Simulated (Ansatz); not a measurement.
# amorphous C: which shell does photoemission see at 21.2 and 1486.7 eV? (PBE)

The valence band of amorphous C mixes several shells. Work out by hand which one leads the spectrum's area at each photon energy.

Filled states come from the projected DOS of Ansatz 0.2.0 (PBE, plane waves); cross sections σ and asymmetry parameters β are those of free atoms in a Dirac–Hartree–Slater calculation. A shell's area is states × σ × angular factor, which is 1 − β·P₂(cos θ)/2 for unpolarised light, with θ = 45° from the beam and P₂ = 0.250.

**At 21.2 eV** (states counted from 11.2 eV below the zero; other shells add 0 to the products' sum of 168):

| shell | filled states a cell | cross section (Mb an electron) | β | angular factor | product | share by hand (%) | share in the simulated spectrum (%) |
| --- | --- | --- | --- | --- | --- | --- | --- |
| C 2s | 8.36 | 0.584 | 2.00 | 0.75 | 3.66 | 2 | 2 |
| C 2p | 71.96 | 2.74 | 1.32 | 0.83 | 164 | 98 | 98 |

**At 1486.7 eV** (states counted from 22.6 eV below the zero; other shells add 0 to the products' sum of 0.00775):

```
shell  filled states a cell  cross section (Mb an electron)     β  angular factor   product  share by hand (%)  share in the simulated spectrum (%)
 C 2s                 29.37                        0.000314  2.00            0.75   0.00691                 89                                   89
 C 2p                 89.84                        9.78e-06  0.34            0.96  0.000842                 11                                   11
```

C 2p leads at 21.2 eV and C 2s at 1486.7 eV. Between the two energies σ of C 2p changes by a factor 3.6e-6 and that of C 2s by 5.4e-4, so their ratio moves 150-fold in favour of the second. The simulated spectrum uses the same rule on the energy-resolved DOS, so the two share columns agree within a few points.

Only crystals where the two columns agree within 4 points and the lead is clear are worked in this form. Free-atom cross sections ignore the solid's final states, no escape depth or background enters, and the count of states a shell hangs on the projection.

[Logs are printed without paths, hosts, clocks, repeated set-up lines and the standing remarks that a program may print on its own settings, such as how far it seeks lower states.]
